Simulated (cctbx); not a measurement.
# Reading a Patterson map

Space group Fdd2 (no. 43), a = 12.6560 Å, b = 23.3440 Å, c = 7.1850 Å, α = 90.00°, β = 90.00°, γ = 90.00°, content Sn16 Fe8 S48 Na16.

Simulated single-crystal data (cctbx): Mo Kα, λ = 0.71073 Å, to d = 0.84 Å, 50 % of the full sphere, strongest reflection 20000 counts, noise from counting, a 2 % proportional error and a noise floor of 15 counts (s.d.); no absorption.

Patterson synthesis, origin scaled to 1000:

```text
Patterson group F m m m
      u       v       w   height  length (A)
  0.000   0.000   0.000   1000.0     0.00
  0.000   0.250   0.250    327.8     6.11
  0.250   0.025   0.250    200.4     3.68
  0.241   0.226   0.000    173.7     6.09
  0.129   0.136   0.000    147.7     3.58
  0.080   0.000   0.308     81.5     2.43
  0.121   0.114   0.275     77.5     3.65
  0.174   0.225   0.194     74.5     5.86
  0.000   0.155   0.164     73.1     3.80
  0.220   0.121   0.364     66.4     4.76
  0.204   0.179   0.000     61.4     4.91
  0.162   0.037   0.500     56.0     4.23
  0.079   0.197   0.452     51.0     5.71
  0.000   0.093   0.087     49.9     2.27
```

**Question.** Which atom pairs make the peaks, and where is the heaviest atom?

A peak at u stands for all pairs with xi − xj = u, with weight Σ ZiZj against Σ Z² = 59632 at the origin. Peak heights follow these weights only roughly, since form factors, motion and series ripples differ, all vectors within 0.55 Å of a peak are counted as merged into it though the farther ones add only part of their weight, and F(000) is left out, which lowers the whole map:

| u | v | w | shortest length (Å) | height | 1000 ΣZiZj/ΣZ² | pairs in the cell |
| --- | --- | --- | --- | --- | --- | --- |
| 0.000 | 0.250 | 0.250 | 6.11 | 328 | 335 | 8 × Sn–Sn |
| 0.250 | 0.025 | 0.250 | 3.68 | 200 | 219 | 4 × Sn–Sn, 12 × S–S |
| 0.241 | 0.226 | 0.000 | 6.09 | 174 | 168 | 4 × Sn–Sn |
| 0.129 | 0.136 | 0.000 | 3.57 | 148 | 198 | 8 × Sn–Fe, 8 × S–Na |
| 0.080 | 0.000 | 0.308 | 2.43 | 82 | 107 | 8 × Sn–S |
| 0.121 | 0.114 | 0.275 | 3.65 | 78 | 87 | 4 × Sn–Fe |
| 0.174 | 0.225 | 0.194 | 5.86 | 74 | 107 | 8 × Sn–S |
| 0.000 | 0.155 | 0.164 | 3.81 | 73 | 107 | 8 × Sn–S |
| 0.220 | 0.121 | 0.364 | 4.64 | 66 | 147 | 8 × Sn–S, 4 × Fe–S, 4 × S–Na |
| 0.204 | 0.179 | 0.000 | 4.91 | 61 | 74 | 8 × Sn–Na |

The table stops at ten peaks or at a height of 45, below which ripples compete. In the model behind the data Sn, the heaviest element, has 1 independent site: (0.3800, 0.6132, 0.0628), up to an allowed shift of origin; the Sn–Sn vectors are differences of these positions and their symmetry mates. The whole model:

```
atom  mult.       x       y       z  Ueq (Å²)
 Sn1     16  0.3800  0.6132  0.0628    0.0047
 Fe1      8     1/4     3/4  0.0864    0.0056
  S1     16  0.3506  0.5155  0.1455    0.0068
  S2     16  0.3015  0.6163  0.7497    0.0072
  S3     16  0.2875  0.6705  0.2599    0.0080
 Na1     16  0.4194  0.7039  0.5684    0.0069
```

This is a model crystal, built by substitution and not relaxed, with assumed displacement parameters.

[Logs are printed without paths, hosts, clocks, repeated set-up lines and the standing remarks that a program may print on its own settings, such as how far it seeks lower states.]
